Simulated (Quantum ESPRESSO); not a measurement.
# E(M) of CaMn2As2

How stiff is the total moment of CaMn2As2, and does E(M) have further minima?

Calculated with Quantum ESPRESSO 7.5; PBEsol; plane waves with GBRV 1.5 PBEsol potentials, no spin-orbit coupling.

## (1) The structure

The structure is trigonal, space group P-3m1 (No. 164). Conventional cell: a = 4.000 Å, b = 4.000 Å, c = 6.996 Å, α = 90.00°, β = 90.00°, γ = 120.00°. Nearest to Ca lie 6 As at 2.99 Å. Nearest to Mn lie 4 As at 2.41 to 2.44 Å. Nearest to As lie 4 Mn at 2.41 to 2.44 Å and 3 Ca at 2.99 Å. Farther neighbours are not listed.

The cell comes from Materials Project 2023-11-01, a database of computed structures, and need not be the stable phase.

## (2) No moment imposed

pw.in

```
&CONTROL
  calculation = 'scf'
  prefix = 'pwscf'
  outdir = './tmp'
  pseudo_dir = './pseudo'
  disk_io = 'nowf'
/
&SYSTEM
  ibrav = 0
  celldm(1) = 8
  nat = 5
  ntyp = 3
  ecutwfc = 40
  ecutrho = 280
  nbnd = 38
  occupations = 'smearing'
  smearing = 'fd'
  degauss = 0.00734986
  nspin = 2
  starting_magnetization(1) = 0
  starting_magnetization(2) = 0.2333
  starting_magnetization(3) = 0
/
&ELECTRONS
  conv_thr = 1d-08
  electron_maxstep = 150
  mixing_beta = 0.3
/
ATOMIC_SPECIES
Ca     40.0780 ca_pbesol_v1.uspp.F.UPF
Mn     54.9380 mn_pbesol_v1.5.uspp.F.UPF
As     74.9216 as_pbesol_v1.uspp.F.UPF
CELL_PARAMETERS alat
   0.9449428353769    0.0000000000000    0.0000000000000
  -0.4724714177002    0.8183445005569    0.0000000000000
   0.0000000000000    0.0000000000000    1.6524556556542
ATOMIC_POSITIONS crystal
Ca      0.0000000000    0.0000000000    0.0000000000
Mn      0.3333333300    0.6666666700    0.6158690000
Mn      0.6666666700    0.3333333300    0.3841310000
As      0.6666666700    0.3333333300    0.7290990000
As      0.3333333300    0.6666666700    0.2709010000
K_POINTS automatic
8 8 4 0 0 0
```

Launch:

```bash
$ OMP_NUM_THREADS=1 mpirun -n 2 pw.x -nk 2 -in pw.in > pw.out
```

What it wrote:

```text
Program PWSCF v.7.5 starts

     Message from routine setup:
     using ibrav=0 with symmetry is DISCOURAGED, use correct ibrav instead

     K-points division:     npool     =       2
     Subspace diagonalization in iterative solution of the eigenvalue problem:

     G-vector sticks info
     --------------------
     sticks:   dense  smooth     PW     G-vecs:    dense   smooth      PW
     Sum        1099     637    187                51725    22385    3635

     Using Slab Decomposition

     bravais-lattice index     =            0
     lattice parameter (alat)  =       8.0000  a.u.
     unit-cell volume          =     654.2466 (a.u.)^3
     number of atoms/cell      =            5
     number of atomic types    =            3
     number of electrons       =        50.00
     number of Kohn-Sham states=           38
     kinetic-energy cutoff     =      40.0000  Ry
     charge density cutoff     =     280.0000  Ry
     scf convergence threshold =      1.0E-08
     mixing beta               =       0.3000
     number of iterations used =            8  plain     mixing
     Exchange-correlation= SLA  PW   PSX  PSC
                           (   1   4  10   8   0   0   0)

     celldm(1)=   8.000000  celldm(2)=   0.000000  celldm(3)=   0.000000
     celldm(4)=   0.000000  celldm(5)=   0.000000  celldm(6)=   0.000000

     crystal axes: (cart. coord. in units of alat)
               a(1) = (   0.944943   0.000000   0.000000 )
               a(2) = (  -0.472471   0.818345   0.000000 )
               a(3) = (   0.000000   0.000000   1.652456 )

     reciprocal axes: (cart. coord. in units 2 pi/alat)
               b(1) = (  1.058265  0.610990 -0.000000 )
               b(2) = (  0.000000  1.221979  0.000000 )
               b(3) = (  0.000000 -0.000000  0.605160 )

     PseudoPot. # 1 for Ca read from file:
     ca_pbesol_v1.uspp.F.UPF
     Pseudo is Ultrasoft + core correction, Zval = 10.0
     Generated by new atomic code, or converted to UPF format
     Using radial grid of  845 points,  6 beta functions with:
                l(1) =   0
                l(2) =   0
                l(3) =   1
                l(4) =   1
                l(5) =   2
                l(6) =   2
     Q(r) pseudized with  8 coefficients,  rinner =    1.500   1.500   1.500
                                                       1.500   1.500

     PseudoPot. # 2 for Mn read from file:
     mn_pbesol_v1.5.uspp.F.UPF
     Pseudo is Ultrasoft + core correction, Zval = 15.0
     Generated by new atomic code, or converted to UPF format
     Using radial grid of  859 points,  6 beta functions with:
                l(1) =   0
                l(2) =   0
                l(3) =   1
                l(4) =   1
                l(5) =   2
                l(6) =   2
     Q(r) pseudized with  8 coefficients,  rinner =    0.950   0.950   0.950
                                                       0.950   0.950

     PseudoPot. # 3 for As read from file:
     as_pbesol_v1.uspp.F.UPF
     Pseudo is Ultrasoft + core correction, Zval =  5.0
     Generated by new atomic code, or converted to UPF format
     Using radial grid of  875 points,  6 beta functions with:
                l(1) =   0
                l(2) =   0
                l(3) =   1
                l(4) =   1
                l(5) =   2
                l(6) =   2
     Q(r) pseudized with  8 coefficients,  rinner =    1.300   1.300   1.300
                                                       1.300   1.300

     atomic species   valence    mass     pseudopotential
     Ca               10.00    40.07800     Ca( 1.00)
     Mn               15.00    54.93800     Mn( 1.00)
     As                5.00    74.92160     As( 1.00)

     Starting magnetic structure
     atomic species   magnetization
     Ca              0.000
     Mn              0.233
     As              0.000

     12 Sym. Ops., with inversion, found

   Cartesian axes

     site n.     atom                  positions (alat units)
         1        Ca     tau(   1) = (   0.0000000   0.0000000   0.0000000  )
         2        Mn     tau(   2) = (  -0.0000000   0.5455630   1.0176962  )
         3        Mn     tau(   3) = (   0.4724714   0.2727815   0.6347594  )
         4        As     tau(   4) = (   0.4724714   0.2727815   1.2048038  )
         5        As     tau(   5) = (  -0.0000000   0.5455630   0.4476519  )

     number of k points=    35  Fermi-Dirac smearing, width (Ry)=  0.0073
                       cart. coord. in units 2pi/alat
        k(    1) = (   0.0000000   0.0000000   0.0000000), wk =   0.0039062
        k(    2) = (   0.0000000   0.0000000   0.1512900), wk =   0.0078125
        k(    3) = (   0.0000000   0.0000000  -0.3025800), wk =   0.0039062
        k(    4) = (   0.0000000   0.1527474   0.0000000), wk =   0.0234375
        k(    5) = (   0.0000000   0.1527474   0.1512900), wk =   0.0234375
        [... 30 further k-points ...]

     Dense  grid:    51725 G-vectors     FFT dimensions: (  45,  45,  72)

     Smooth grid:    22385 G-vectors     FFT dimensions: (  32,  32,  54)

     Check: negative core charge=   -0.000022
     Generating pointlists ...
     new r_m :   0.2911 (alat units)  2.3289 (a.u.) for type    1
     new r_m :   0.2351 (alat units)  1.8811 (a.u.) for type    2
     new r_m :   0.2351 (alat units)  1.8811 (a.u.) for type    3

     Initial potential from superposition of free atoms

     starting charge      48.9942, renormalised to      50.0000
     Starting wfcs are   44 randomized atomic wfcs

     Self-consistent Calculation

     iteration #  1     ecut=    40.00 Ry     beta= 0.30
     Davidson diagonalization with overlap
     ethr =  1.00E-02,  avg # of iterations =  2.9

     total energy              =    -576.83149902 Ry
     estimated scf accuracy    <       1.28097151 Ry

     total magnetization       =     5.47 Bohr mag/cell
     absolute magnetization    =     5.79 Bohr mag/cell

     iteration #  2     ecut=    40.00 Ry     beta= 0.30
     Davidson diagonalization with overlap
     ethr =  2.56E-03,  avg # of iterations =  2.3

     total energy              =    -576.93898958 Ry
     estimated scf accuracy    <       1.12625219 Ry

     total magnetization       =     5.00 Bohr mag/cell
     absolute magnetization    =     5.73 Bohr mag/cell

     iteration #  3     ecut=    40.00 Ry     beta= 0.30
     Davidson diagonalization with overlap
     ethr =  2.25E-03,  avg # of iterations =  1.1

     total energy              =    -577.10082042 Ry
     estimated scf accuracy    <       0.21611910 Ry

     total magnetization       =     5.77 Bohr mag/cell
     absolute magnetization    =     6.22 Bohr mag/cell

     [... further iterations left out ...]

     iteration # 11     ecut=    40.00 Ry     beta= 0.30
     Davidson diagonalization with overlap
     ethr =  2.78E-09,  avg # of iterations =  4.9

     total energy              =    -577.12928051 Ry
     estimated scf accuracy    <       0.00000126 Ry

     total magnetization       =     5.25 Bohr mag/cell
     absolute magnetization    =     5.84 Bohr mag/cell

     iteration # 12     ecut=    40.00 Ry     beta= 0.30
     Davidson diagonalization with overlap
     ethr =  2.52E-09,  avg # of iterations =  1.6

     total energy              =    -577.12928077 Ry
     estimated scf accuracy    <       0.00000006 Ry

     total magnetization       =     5.25 Bohr mag/cell
     absolute magnetization    =     5.84 Bohr mag/cell

     iteration # 13     ecut=    40.00 Ry     beta= 0.30
     Davidson diagonalization with overlap
     ethr =  1.30E-10,  avg # of iterations =  3.7

     total energy              =    -577.12928085 Ry
     estimated scf accuracy    <       0.00000006 Ry

     total magnetization       =     5.25 Bohr mag/cell
     absolute magnetization    =     5.84 Bohr mag/cell

     iteration # 14     ecut=    40.00 Ry     beta= 0.30
     Davidson diagonalization with overlap
     ethr =  1.13E-10,  avg # of iterations =  2.0

     Magnetic moment per site  (integrated on atomic sphere of radius R)
     atom   1 (R=0.291)  charge=  8.3978  magn= -0.0048
     atom   2 (R=0.235)  charge= 13.0967  magn=  2.5282
     atom   3 (R=0.235)  charge= 13.0967  magn=  2.5282
     atom   4 (R=0.235)  charge=  2.6749  magn= -0.0871
     atom   5 (R=0.235)  charge=  2.6749  magn= -0.0871

     End of self-consistent calculation

     [... lines left out ...]
     the Fermi energy is     9.7234 ev

!    total energy              =    -577.12928089 Ry
     estimated scf accuracy    <          1.2E-09 Ry
     smearing contrib. (-TS)   =      -0.00963960 Ry
     internal energy E=F+TS    =    -577.11964129 Ry

     The total energy is F=E-TS. E is the sum of the following terms:
     one-electron contribution =    -352.86588786 Ry
     hartree contribution      =     192.99313635 Ry
     xc contribution           =    -127.17240008 Ry
     ewald contribution        =    -290.07448969 Ry

     total magnetization       =     5.25 Bohr mag/cell
     absolute magnetization    =     5.84 Bohr mag/cell

     convergence has been achieved in  14 iterations

=------------------------------------------------------------------------------=
   JOB DONE.
=------------------------------------------------------------------------------=
```

It took 87 s on 2 MPI ranks of Intel Xeon 6975P-C (Granite Rapids), shared host; peak memory 0.45 GiB.

Spin moment in the atom's sphere by atom:

```tsv
atom	spin moment in the atom's sphere (μB)
Ca1	0.00
Mn2	2.53
Mn3	2.53
As4	-0.09
As5	-0.09
```

Read from the output:

```
smearing term TS       : 0.1312 eV
magnetization          : 5.25 μB
absolute magnetization : 5.838 μB
final state            : ferromagnetic
```

## (3) Moment fixed at 0 μB

The two spin channels are filled to separate Fermi energies, so that the total moment meets the target. Half of the up one less the down one is the slope dE/dM.

Changes to pw.in since step 2:

```diff
@@ -20,4 +20,5 @@
   starting_magnetization(1) = 0
-  starting_magnetization(2) = 0.2333
+  starting_magnetization(2) = 0.0117
   starting_magnetization(3) = 0
+  tot_magnetization = 0
 /
```

What it wrote:

```text
     [... lines left out ...]
Program PWSCF v.7.5 starts
     [... lines left out ...]
     number of atoms/cell      =            5
     [... lines left out ...]
     number of electrons       =        50.00 (up:  25.00, down:  25.00)
     number of Kohn-Sham states=           38
     kinetic-energy cutoff     =      40.0000  Ry
     charge density cutoff     =     280.0000  Ry
     scf convergence threshold =      1.0E-08
     [... lines left out ...]
     12 Sym. Ops., with inversion, found
     [... lines left out ...]
     number of k points=    35  Fermi-Dirac smearing, width (Ry)=  0.0073
     [... lines left out ...]
     iteration # 14     ecut=    40.00 Ry     beta= 0.30
     [... lines left out ...]
     Magnetic moment per site  (integrated on atomic sphere of radius R)
     atom   1 (R=0.291)  charge=  8.3907  magn= -0.0000
     atom   2 (R=0.235)  charge= 13.1055  magn=  0.0001
     atom   3 (R=0.235)  charge= 13.1055  magn=  0.0001
     atom   4 (R=0.235)  charge=  2.6541  magn= -0.0000
     atom   5 (R=0.235)  charge=  2.6541  magn= -0.0000
     [... lines left out ...]
     the spin up/dw Fermi energies are     9.5772    9.5773 ev
!    total energy              =    -577.06733244 Ry
     estimated scf accuracy    <          5.5E-09 Ry
     smearing contrib. (-TS)   =      -0.01966706 Ry
     [... lines left out ...]
     total magnetization       =    -0.00 Bohr mag/cell
     absolute magnetization    =     0.00 Bohr mag/cell
     convergence has been achieved in  14 iterations
```

It took 81 s on 2 MPI ranks; peak memory 0.45 GiB.

This step gave:

* magnetization: 0 μB
* absolute magnetization: 0 μB
* half the difference of the two Fermi energies: 0 meV
* largest moment: 0 μB

## (4) Moment fixed at 0.709 μB

Changes to pw.in since step 3:

```diff
@@ -20,5 +20,5 @@
   starting_magnetization(1) = 0
-  starting_magnetization(2) = 0.0117
+  starting_magnetization(2) = 0.0236
   starting_magnetization(3) = 0
-  tot_magnetization = 0
+  tot_magnetization = 0.709
 /
```

What it wrote:

```text
     [... lines left out ...]
Program PWSCF v.7.5 starts
     [... lines left out ...]
     number of atoms/cell      =            5
     [... lines left out ...]
     number of electrons       =        50.00 (up:  25.35, down:  24.65)
     number of Kohn-Sham states=           38
     kinetic-energy cutoff     =      40.0000  Ry
     charge density cutoff     =     280.0000  Ry
     scf convergence threshold =      1.0E-08
     [... lines left out ...]
     12 Sym. Ops., with inversion, found
     [... lines left out ...]
     number of k points=    35  Fermi-Dirac smearing, width (Ry)=  0.0073
     [... lines left out ...]
     iteration # 15     ecut=    40.00 Ry     beta= 0.30
     [... lines left out ...]
     Magnetic moment per site  (integrated on atomic sphere of radius R)
     atom   1 (R=0.291)  charge=  8.3911  magn= -0.0186
     atom   2 (R=0.235)  charge= 13.1054  magn=  0.4072
     atom   3 (R=0.235)  charge= 13.1054  magn=  0.4072
     atom   4 (R=0.235)  charge=  2.6542  magn= -0.0265
     atom   5 (R=0.235)  charge=  2.6542  magn= -0.0265
     [... lines left out ...]
     the spin up/dw Fermi energies are     9.4903    9.6824 ev
!    total energy              =    -577.06986776 Ry
     estimated scf accuracy    <          1.7E-09 Ry
     smearing contrib. (-TS)   =      -0.01907140 Ry
     [... lines left out ...]
     total magnetization       =     0.71 Bohr mag/cell
     absolute magnetization    =     1.02 Bohr mag/cell
     convergence has been achieved in  15 iterations
```

Wall time 81 s (2 MPI ranks); peak memory 0.46 GiB; 2.7 min of CPU time.

Spin moment in the atom's sphere by atom:

```tsv
atom	spin moment in the atom's sphere (μB)
Ca1	-0.019
Mn2	0.407
Mn3	0.407
As4	-0.026
As5	-0.026
```

Read from the output:

- magnetization: 0.709 μB
- absolute magnetization: 1.017 μB
- half the difference of the two Fermi energies: -96 meV

## (5) Moment fixed at 1.418 μB

Changes to pw.in since step 4:

```diff
@@ -14,3 +14,3 @@
   ecutrho = 280
-  nbnd = 38
+  nbnd = 39
   occupations = 'smearing'
@@ -20,5 +20,5 @@
   starting_magnetization(1) = 0
-  starting_magnetization(2) = 0.0236
+  starting_magnetization(2) = 0.0473
   starting_magnetization(3) = 0
-  tot_magnetization = 0.709
+  tot_magnetization = 1.418
 /
```

What it wrote:

```text
     [... lines left out ...]
Program PWSCF v.7.5 starts
     [... lines left out ...]
     number of atoms/cell      =            5
     [... lines left out ...]
     number of electrons       =        50.00 (up:  25.71, down:  24.29)
     number of Kohn-Sham states=           39
     kinetic-energy cutoff     =      40.0000  Ry
     charge density cutoff     =     280.0000  Ry
     scf convergence threshold =      1.0E-08
     [... lines left out ...]
     12 Sym. Ops., with inversion, found
     [... lines left out ...]
     number of k points=    35  Fermi-Dirac smearing, width (Ry)=  0.0073
     [... lines left out ...]
     iteration # 14     ecut=    40.00 Ry     beta= 0.30
     [... lines left out ...]
     Magnetic moment per site  (integrated on atomic sphere of radius R)
     atom   1 (R=0.291)  charge=  8.3922  magn= -0.0343
     atom   2 (R=0.235)  charge= 13.1051  magn=  0.8059
     atom   3 (R=0.235)  charge= 13.1051  magn=  0.8059
     atom   4 (R=0.235)  charge=  2.6547  magn= -0.0514
     atom   5 (R=0.235)  charge=  2.6547  magn= -0.0514
     [... lines left out ...]
     the spin up/dw Fermi energies are     9.4317    9.7907 ev
!    total energy              =    -577.07711941 Ry
     estimated scf accuracy    <          9.1E-09 Ry
     smearing contrib. (-TS)   =      -0.01755539 Ry
     [... lines left out ...]
     total magnetization       =     1.42 Bohr mag/cell
     absolute magnetization    =     2.00 Bohr mag/cell
     convergence has been achieved in  14 iterations
```

Run time: 77 s. Hardware: 2 MPI ranks; peak memory 0.45 GiB; 2.6 min of CPU time.

This step gave:

```
magnetization                                 : 1.418 μB
absolute magnetization                        : 2 μB
half the difference of the two Fermi energies : -179.5 meV
largest moment                                : 0.8059 μB
```

## (6) All moments

The runs not shown differ in the target, the start and the number of states alone. The point at 5.25 μB is the free run, entered with slope zero.

The energy over the lowest by total spin moment:

```tsv
total spin moment (μB a cell)	energy over the lowest (meV a cell)
0.00	843
0.71	808
1.42	710
2.13	559
2.83	379
3.54	204
4.25	73.0
4.96	6.38
5.25	0
5.67	13.1
6.38	89.3
7.09	233
```

The dE/dM by total spin moment:

```tsv
total spin moment (μB a cell)	dE/dM (meV/μB)
0.00	-0.0368
0.71	-96.0
1.42	-180
2.13	-240
2.83	-260
3.54	-224
4.25	-142
4.96	-43.9
5.25	0
5.67	61.3
6.38	153
7.09	250
```

Largest site moment against total spin moment:

```tsv
total spin moment (μB a cell)	largest site moment (μB)
0.00	8.7e-5
0.71	0.407
1.42	0.806
2.13	1.19
2.83	1.55
3.54	1.87
4.25	2.16
4.96	2.43
5.25	2.53
5.67	2.67
6.38	2.90
7.09	3.12
```

## (7) Outcome

| Property | Result |
| --- | --- |
| moment of the free run | 5.25 μB a cell |
| energy at zero total moment | 843 meV a cell over the lowest |
| ΔE/ΔM² from the lowest point to 5.67 and to 4.96 μB | 74 and 76 meV/μB² |

**Reading.** At zero total moment the site moments vanish, so the 843 meV a cell is the energy of forming them. The points show one minimum alone. All runs start parallel; opposed orders may lie lower. Energies are free energies at an electronic temperature of 1160 K, which lowers moments and differences where the moments are itinerant.

[Logs and program files are shortened in this print: banners, set-up blocks, solver, clock and traceback lines can be left out without a mark of their own.]

[Logs are printed without paths, hosts, clocks, repeated set-up lines and the standing remarks that a program may print on its own settings, such as how far it seeks lower states.]

[Hosts, paths, dates, database ids (printed as entryN), source tags and the programs' standing remarks are cut or masked in the printed files.]

[Where a cell is said to come from a database of computed structures, the database is the Materials Project.]
